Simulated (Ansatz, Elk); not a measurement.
## PPbS2: X-ray structure factors from the self-consistent density

Structure refinements treat a crystal as free atoms side by side. For a made-up structure of PPbS2 (cell and positions from a PBE relaxation) the runs below show what the calculated density changes in F(hkl).

Program: Elk 11.2.3 (patched build). Level of theory: DFT, PBE, all-electron APW+lo, Dirac cores, scalar-relativistic bands, static density, no spin. Results are calculated unless marked as measured.

The structure was built from a prototype and need not be the compound's stable phase.

### 1. Set-up

It takes space group Amm2 (No. 38, orthorhombic). Conventional cell: a = 3.854 Å, b = 3.925 Å, c = 11.515 Å, α = 90.00°, β = 90.00°, γ = 90.00°. Nearest to Pb lie 7 S at 2.94 to 3.29 Å and 2 P at 3.22 Å. S has 1 P at 2.14 Å and 4 Pb at 2.94 Å nearest. Nearest to S lie 4 P at 2.75 Å and 3 Pb at 3.15 to 3.29 Å. P has 5 S at 2.14 to 2.75 Å and 2 Pb at 3.22 Å nearest. Farther neighbours and most contacts between anions are not listed.

### 2. Ground state and structure factors

An all-electron density is needed, since X-rays see the cores too. Task 0 finds the density and task 195 Fourier-transforms it; tshift is off so that phases refer to the origin typed.

Input file elk.in:

```
tasks
  0
  195

xctype
  20

spinpol
  .false.

rgkmax
  7.0

gmaxvr
  14.0

lmaxo
  7

lmaxapw
  8

swidth
  0.002

tshift
  .false.

ramdisk
  .false.

hmaxvr
  5.5

maxscl
  120

epspot
  1e-06

sppath
  './'

avec
  7.28234365400 0.00000000000 0.00000000000
  0.00000000000 3.70872126508 10.87969380833
  -0.00000000000 -3.70872126508 10.87969380833

atoms
  3
  'Pb.in'
  1
  0.5000000000 0.9138364172 0.9138364172   0.000000 0.000000 0.000000
  'S.in'
  2
  0.0000000000 0.3233244482 0.3233244482   0.000000 0.000000 0.000000
  0.5000000000 0.6277680840 0.6277680840   0.000000 0.000000 0.000000
  'P.in'
  1
  -0.0000000000 0.1378710507 0.1378710507   0.000000 0.000000 0.000000

ngridk
  6 6 6
```

The run is started by

```sh
> OMP_NUM_THREADS=4 elk
```

Numbers of over 12 decimals in the logs are rounded to 6 here.

The program printed:

```text
┌─────────────────────────┐
│ Elk code version 11.2.3 │
└─────────────────────────┘

All units are atomic (Hartree, Bohr, etc.)

┌─────────────────────────────────────────────────┐
│ Ground-state run starting from atomic densities │
└─────────────────────────────────────────────────┘

Lattice vectors :
   7.282343654       0.000000000       0.000000000
   0.000000000       3.708721265       10.87969381
  -0.000000000      -3.708721265       10.87969381

Reciprocal lattice vectors :
  0.8627971441      -0.000000000       0.000000000
  -0.000000000      0.8470824387      0.2887574512
   0.000000000     -0.8470824387      0.2887574512

Unit cell volume      :    587.6815177
Brillouin zone volume :   0.4220827199

Muffin-tin inner radius fraction :   0.1000000000E-01

Nuclei treated as point charges

Species : 1 (Pb)
 parameters loaded from : Pb.in
 name : lead
 nuclear charge    :   -82.00000000
 electronic charge :    82.00000000
 atomic mass :    377702.4943
 muffin-tin radius :    2.800000000
 number of radial points in muffin-tin :   1393
 inner part over the whole radius :   0.9993555083E-02
 number on inner part of muffin-tin    :   1001
 approximate nuclear radius :   0.1047603524E-03
 number of mesh points to nuclear radius :    525
 atomic positions (lattice), magnetic fields (Cartesian) :
  1 :   0.50000000  0.91383642  0.91383642    0.00000000  0.00000000  0.00000000

Species : 2 (S)
 parameters loaded from : S.in
 name : sulphur
 nuclear charge    :   -16.00000000
 electronic charge :    16.00000000
 atomic mass :    58450.91931
 muffin-tin radius :    1.992676181
 number of radial points in muffin-tin :    793
 inner part over the whole radius :   0.9996743941E-02
 number on inner part of muffin-tin    :    553
 approximate nuclear radius :   0.6195814986E-04
 number of mesh points to nuclear radius :    252
 atomic positions (lattice), magnetic fields (Cartesian) :
  1 :   0.00000000  0.32332445  0.32332445    0.00000000  0.00000000  0.00000000
  2 :   0.50000000  0.62776808  0.62776808    0.00000000  0.00000000  0.00000000

Species : 3 (P)
 parameters loaded from : P.in
 name : phosphorus
 nuclear charge    :   -15.00000000
 electronic charge :    15.00000000
 atomic mass :    56461.71230
 muffin-tin radius :    1.992676181
 number of radial points in muffin-tin :    793
 inner part over the whole radius :   0.9903510654E-02
 number on inner part of muffin-tin    :    552
 approximate nuclear radius :   0.6081821256E-04
 number of mesh points to nuclear radius :    250
 atomic positions (lattice), magnetic fields (Cartesian) :
  1 :   0.00000000  0.13787105  0.13787105    0.00000000  0.00000000  0.00000000

Total number of atoms per unit cell :    4
Total muffin-tin volume :    191.3829208
 ratio of muffin-tin to unit cell volume :   0.3256575459

Spin treatment :
 spin-unpolarised

Number of Bravais lattice symmetries :    8
Number of crystal symmetries         :    4
Crystal has no inversion symmetry
Complex Hermitian eigensolver will be used

k-point grid :      6     6     6
k-point offset :    0.000000000       0.000000000       0.000000000
k-point set is reduced with full crystal symmetry group
Total number of k-points :       84

Muffin-tin radius times maximum |G+k| :    7.000000000
 using average radius
Maximum |G+k| for APW functions       :    3.189782292
Maximum (1/2)|G+k|²                   :    5.087355535
Maximum |G| for potential and density :    14.00000000
Constant for pseudocharge density :   10
 order of it for each species :   17  17  17
 order of it for pair densities of each species (exact exchange by exxq0 0: 18) :   16   7   7
Radial integration step length :    1

G-vector grid sizes :     35    54    54
Number of G-vectors :    27297

Maximum angular momentum used for
 APW functions            :    8
 outer part of muffin-tin :    7
 inner part of muffin-tin :    2

Total nuclear charge    :   -129.0000000
Total core charge       :    98.00000000
Total valence charge    :    31.00000000
[...]
(states/Hartree/unit cell)

Estimated indirect band gap :   0.3640817304E-03
 from k-point 3 to k-point 67
Estimated direct band gap   :   0.1357863663E-02
 at k-point 27

Charges :
 core                        :    98.00000000
 valence                     :    31.00000000
 interstitial                :    8.610585235
 muffin-tins (core leakage)
  species : 1 (Pb)
   atom 1                    :    79.95102065     (  0.1225631529E-02)
  species : 2 (S)
   atom 1                    :    14.02108329     (  0.2767415570E-03)
[...]
species : 3 (P)
[...]
total in muffin-tins        :    120.3894148
 total calculated charge     :    128.9970246
 total charge                :    129.0000000
 error                       :   0.2975405040E-02

RMS change in Kohn-Sham potential (target) :   0.3704591030     (  0.1000000000E-05)
Absolute change in total energy (target)   :    1.003892783     (  0.1000000000E-03)

[... loops 3 to 14 left out ...]

┌──────────────────┐
│ Loop number : 15 │
└──────────────────┘

Energies :
 Fermi                       :     0.241814
 sum of occupied eigenvalues :     -13579.685889359
 electron kinetic            :      25515.289592893
 core electron kinetic       :      25350.298860277
 Coulomb                     :     -47119.692216159
 Coulomb potential           :     -38487.890437067
 nuclear-nuclear             :     -1550.5090809700
 electron-nuclear            :     -52671.387830011
 Hartree                     :      7102.2046948216
 Madelung                    :     -27875.746997625
 xc potential                :     -607.08504518456
 exchange                    :     -457.83673384854
 correlation                 :     -6.914775
 electron entropic           :    -0.79475716615168E-03
 total energy                :     -22069.154927003

Density of states at Fermi energy :    62.72259292
 (states/Hartree/unit cell)

Estimated indirect band gap :   0.6564633636E-03
 from k-point 78 to k-point 6
Estimated direct band gap   :   0.6082607531E-02
 at k-point 67

Charges :
 core                        :    98.00000000
 valence                     :    31.00000000
 interstitial                :    8.619437748
 muffin-tins (core leakage)
  species : 1 (Pb)
[...]
species : 2 (S)
[...]
species : 3 (P)
[...]
total in muffin-tins        :    120.3805623
 total calculated charge     :    128.9970912
 total charge                :    129.0000000
 error                       :   0.2908845384E-02

RMS change in Kohn-Sham potential (target) :   0.2329834483E-06 (  0.1000000000E-05)
Absolute change in total energy (target)   :   0.9740852329E-04 (  0.1000000000E-03)

Convergence targets achieved

┌──────────────────┐
│ Loop number : 16 │
└──────────────────┘

Energies :
 Fermi                       :     0.241814
 sum of occupied eigenvalues :     -13579.685878748
 electron kinetic            :      25515.289590170
 core electron kinetic       :      25350.298856702
 Coulomb                     :     -47119.692212058
 Coulomb potential           :     -38487.890433069
 nuclear-nuclear             :     -1550.5090809700
 electron-nuclear            :     -52671.387825069
 Hartree                     :      7102.2046939816
 Madelung                    :     -27875.746995523
 xc potential                :     -607.08503584912
 exchange                    :     -457.83673366927
 correlation                 :     -6.914775
 electron entropic           :    -0.79475716932285E-03
 total energy                :     -22069.154925453

Density of states at Fermi energy :    62.72259587
 (states/Hartree/unit cell)

Estimated indirect band gap :   0.6564621286E-03
 from k-point 78 to k-point 6
Estimated direct band gap   :   0.6082608979E-02
 at k-point 67

Charges :
 core                        :    98.00000000
 valence                     :    31.00000000
 interstitial                :    8.619437720
 muffin-tins (core leakage)
  species : 1 (Pb)
[...]
species : 2 (S)
   atom 1                    :    13.88037920     (  0.2790808210E-03)
   atom 2                    :    13.73429905     (  0.2735832821E-03)
  species : 3 (P)
   atom 1                    :    12.56938922     (  0.1019547924E-02)
 total in muffin-tins        :    120.3805623
 total calculated charge     :    128.9970912
 total charge                :    129.0000000
 error                       :   0.2908845288E-02

┌──────────────────────────────┐
│ Self-consistent loop stopped │
└──────────────────────────────┘

Warning : core states of species 1 leak from the muffin-tin :   0.1170521164E-02

Warning : core states of species 2 leak from the muffin-tin :   0.2790808210E-03

Warning : core states of species 3 leak from the muffin-tin :   0.1019547924E-02

Wrote STATE.OUT
```

Wall time 57 s (4 threads of Arm Neoverse V1, shared host); peak memory 0.16 GiB.

SFACRHO.OUT:

```text

h k l indices transformed by vhmat matrix:
   1.000000000       0.000000000       0.000000000    
   0.000000000       1.000000000       0.000000000    
   0.000000000       0.000000000       1.000000000    

      h      k      l  multipl.   |H|            Re(F)            Im(F)           |F|

      0      0      0      1   0.0000000       129.00000      0.12592640E-15   129.00000    
      0      1      1      1  0.57751490       25.218036      -52.872154       58.578272    
      0     -1     -1      1  0.57751490       25.218036       52.872154       58.578272    
     -1      0      0      2  0.86279714      -62.933989      0.26838880E-13   62.933989    
      0      1      0      2  0.89494666       56.893425      -26.980494       62.966728    
      0      0     -1      2  0.89494666       56.893425       26.980494       62.966728    
      1     -1     -1      2   1.0382400      -43.259685      -53.369097       68.699788    
      1      1      1      2   1.0382400      -43.259685       53.369097       68.699788    
      0      2      2      1   1.1550298      -65.755109      -51.948488       83.799640    
      0     -2     -2      1   1.1550298      -65.755109       51.948488       83.799640    
      0      2      1      2   1.2116008       7.2221958      -75.249964       75.595748    
      0     -2     -1      2   1.2116008       7.2221958       75.249964       75.595748    
     -1      0     -1      4   1.2431204      -50.639036      -63.142026       80.939653    
     -1      0      1      4   1.2431204      -50.639036       63.142026       80.939653    
      1      2      2      2   1.4417048       36.420519       64.457821       74.035565    
     -1     -2     -2      2   1.4417048       36.420519      -64.457821       74.035565    
      1     -1     -2      4   1.4874123      -2.2460568      -77.651424       77.683900    
     -1      1      2      4   1.4874123      -2.2460568       77.651424       77.683900
```

Elk indexes on the primitive cell of elk.in and gives |H| = 4π sin θ/λ in inverse bohr. Below, one row stands for each form hkl of the conventional cell (m members, Friedel mates merged), F is for one primitive cell and the density is static (no thermal factor). Free-atom factors are Waasmaier and Kirfel's, and R is Σm||F|−|F'||/Σm|F|.

```
hkl  m  sin θ/λ (Å⁻¹)  abs F, DFT  neutral atoms   diff.  abs of complex diff.
002  2          0.087      58.578         58.815  -0.236                 0.237
100  2          0.130      62.934         63.061  -0.127                 0.127
011  4          0.135      62.967         63.214  -0.248                 0.248
102  4          0.156      68.700         68.884  -0.184                 0.292
004  2          0.174      83.800         83.869  -0.069                 0.372
013  4          0.182      75.596         75.605  -0.010                 0.199
111  8          0.187      80.940         80.905  +0.034                 0.171
104  4          0.217      74.036         73.975  +0.060                 0.174
113  8          0.224      77.684         77.689  -0.005                 0.044
015  4          0.252      73.012         72.840  +0.171                 0.172
020  2          0.255      94.041         94.069  -0.028                 0.028
200  2          0.260      93.335         93.438  -0.103                 0.103
006  2          0.261      52.047         52.062  -0.015                 0.197
022  4          0.269      50.900         50.930  -0.030                 0.036
```

### 3. The highest occupied states alone

An energy window below the Fermi level keeps the highest occupied states, to see at which angles they scatter; shallow core shells can lie inside it and anion s states outside. No new self-consistency is needed.

elk.in, as its differences from that of step 2:

```diff
@@ -1,3 +1,2 @@
 tasks
-  0
   195
@@ -40,2 +39,5 @@
 
+wsfac
+  -0.309430 0.541810
+
 sppath
```

The run is started by

```sh
> OMP_NUM_THREADS=4 elk
```

The program printed:

```text
┌─────────────────────────────────┐
│ Elk code version 11.2.3 started │
└─────────────────────────────────┘

Info(readinput): the functional depends on the density's gradient
 muffin-tin radial points multiplied by    2.00000
 (not where nrmtscf is given)

┌────────────────────┐
│ Current task : 195 │
└────────────────────┘
Info(checkmt): changed muffin-tin radius of species 2 (S) from   2.2000 to   1.9927
Info(checkmt): changed muffin-tin radius of species 3 (P) from   2.2000 to   1.9927

Info(sfacrho): density structure factors written to SFACRHO.OUT

 Energy window :  -0.3094300000      0.5418100000

┌──────────────────┐
│ Elk code stopped │
└──────────────────┘
```

Elapsed: 11 s, on 4 threads; peak memory 0.17 GiB; 16 s of CPU time.

States within 15 eV below the Fermi level hold 20.67 electrons; any levels below the window count with the cores, and a count that is not whole means the window cuts a band. Their amplitudes can exceed the total, where window and core parts have opposite phase:

| hkl | sin θ/λ (Å⁻¹) | abs F, window | abs F, all |
| --- | --- | --- | --- |
| 002 | 0.087 | 3.498 | 58.578 |
| 100 | 0.130 | 1.079 | 62.934 |
| 011 | 0.135 | 2.146 | 62.967 |
| 102 | 0.156 | 3.363 | 68.700 |
| 004 | 0.174 | 4.974 | 83.800 |
| 013 | 0.182 | 2.982 | 75.596 |
| 111 | 0.187 | 4.499 | 80.940 |
| 104 | 0.217 | 1.402 | 74.036 |
| 113 | 0.224 | 1.099 | 77.684 |
| 015 | 0.252 | 0.469 | 73.012 |

[end of part 1 of 2]

[Logs are printed without paths, hosts, clocks, repeated set-up lines and the standing remarks that a program may print on its own settings, such as how far it seeks lower states.]

[Hosts, paths, dates, database ids (printed as entryN), source tags and the programs' standing remarks are cut or masked in the printed files.]
